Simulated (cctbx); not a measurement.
# Yb2Ti4Mn: solution and refinement

Cell a = 10.6860 Å, b = 10.6860 Å, c = 5.0770 Å, α = 90.00°, β = 90.00°, γ = 90.00°; space group I4/mcm (no. 140); content Yb8 Mn4 Ti16.

The data are simulated with cctbx, not measured: Mo Kα, λ = 0.71073 Å, to d = 0.6 Å, 50 % of the full sphere, strongest reflection 40000 counts, noise from counting, a 2 % proportional error and a noise floor of 2 counts (s.d.); no absorption.

Charge flipping in P1 on plain amplitudes to 0.8 Å, δ = 1.1 σ, 10 % of the reflections treated as weak, 150 cycles:

```text
cycle      R  skewness
    0  0.568     0.44
   12  0.461     2.24
   24  0.394     4.74
   36  0.251     5.92
   48  0.239     5.76
   60  0.234     5.69
   72  0.233     5.65
   84  0.230     5.59
   96  0.230     5.63
  108  0.230     5.56
  120  0.231     5.67
  132  0.223     5.61
  144  0.235     5.68
origin shift          correlation  skewness
 0.302  0.041  0.028      0.827      3.90
 0.022  0.309  0.026      0.807      7.78
 0.100  0.839  0.037      0.795      1.72
 0.302  0.334  0.023      0.782      4.37
taken: symmetry correlation 0.807, skewness 7.78
peak      x       y       z  mult  height/sigma
Q1    0.1395  0.3605  0.0000    8     19.4
Q2    0.0911  0.1939  0.5000   16      4.3
Q3    0.0000  0.0000  0.2500    4      3.0
Q4    0.0859  0.4141  0.5000    8      2.3
Q5    0.0709  0.1081  0.0000   16      2.1
Q6    0.2107  0.2893  0.5000    8      2.0
Q7    0.0586  0.4414  0.0000    8      1.4
Q8    0.2218  0.2782  0.0000    8      1.4
```

The origin is taken among those within 0.04 of the best correlation, by the skewness of the map.

It took 0.45 s on 1 thread of Arm Neoverse V2, with other jobs on the host, peak memory 0.08 GiB.

**Question.** Which peaks are atoms, and which elements?

Heights follow Z only loosely here, so the multiplicities, which must add up to the content, decide. First model: Q1 = Yb1 (8 in the cell, height 19.4), Q2 = Ti1 (16 in the cell, height 4.3) and Q3 = Mn1 (4 in the cell, height 3.0). Against the true structure, Q1 is Yb, Q2 is Ti and Q3 is Mn; the other peaks are not atoms.

Least squares on F², isotropic:

```text
Rint 0.021, 410 unique reflections to 0.60 A
cycle     R1     wR2    GooF  max shift (A)
   1  0.2740  0.5804  37.255   0.06185
   2  0.0322  0.0853   5.473   0.00017
final R1 0.0322 wR2 0.0853 GooF 5.473  parameters 6  data/parameter 68.3
atom        x        y        z      Ueq    occ   su(xyz)  su(Uiso or U11)
Yb1    0.14298  0.35702  0.00000   0.0067  1.000  0.00003  0.0001
Ti1    0.08633  0.19716  0.50000   0.0131  1.000  0.00015  0.0003
Mn1    0.00000  0.00000  0.25000   0.0203  1.000  0.00000  0.0005
difference map: max 5.32 min -8.26 rms 0.54
Q1    0.0901  0.2329  0.5000   16    5.54  0.38 A from Ti1
Q2    0.0850  0.1614  0.5000   16    5.39  0.38 A from Ti1
Q3    0.1506  0.3494  0.0622   16    5.37  0.34 A from Yb1
Q4    0.1111  0.3889  0.0000    8    2.39  0.48 A from Yb1
Q5    0.0778  0.3129  0.0000   16    2.19  0.84 A from Yb1
```

Anisotropic refinement:

```text
Rint 0.021, 410 unique reflections to 0.60 A
cycle     R1     wR2    GooF  max shift (A)
   1  0.0322  0.0853   5.514   0.00034
   2  0.0065  0.0142   0.919   0.00000
final R1 0.0065 wR2 0.0142 GooF 0.919  parameters 12  data/parameter 34.2
atom        x        y        z      Ueq    occ   su(xyz)  su(Uiso or U11)
Yb1    0.14299  0.35701  0.00000   0.0065  1.000  0.00000  0.0000
Ti1    0.08633  0.19719  0.50000   0.0129  1.000  0.00003  0.0001
Mn1    0.00000  0.00000  0.25000   0.0199  1.000  0.00000  0.0001
difference map: max 0.58 min -0.49 rms 0.11
Q1    0.0000  0.5000  0.2500    4    0.58  2.51 A from Yb1
Q2    0.1409  0.1409  0.2500   16    0.44  1.52 A from Ti1
Q3    0.1389  0.3611  0.2615   16    0.40  1.33 A from Yb1
Q4    0.1477  0.3111  0.3250   32    0.39  1.64 A from Ti1
Q5    0.1592  0.2451  0.0000   16    0.38  1.21 A from Yb1
Q6    0.0404  0.2408  0.2559   32    0.37  1.41 A from Ti1
```

**Reading.** The refinement ends at R1 = 0.0065, wR2 = 0.0142, GooF = 0.92, with difference density between -0.49 and 0.58 e/Å³. Every site matches the true model in element, within 0.001 Å r.m.s., up to an allowed shift of origin.

True model:

```
atom  mult.       x       y    z  Ueq (Å²)
 Yb1      8  0.8570  0.3570    0    0.0065
 Mn1      4       0       0  3/4    0.0198
 Ti1     16  0.3028  0.4137    0    0.0128
```

The model was made for the exercise: a known structure type with other elements put in, its volume estimated, not relaxed; displacement parameters are assumed.

[Middle refinement cycles are left out of these outputs.]

[Logs are printed without paths, hosts, clocks, repeated set-up lines and the standing remarks that a program may print on its own settings, such as how far it seeks lower states.]
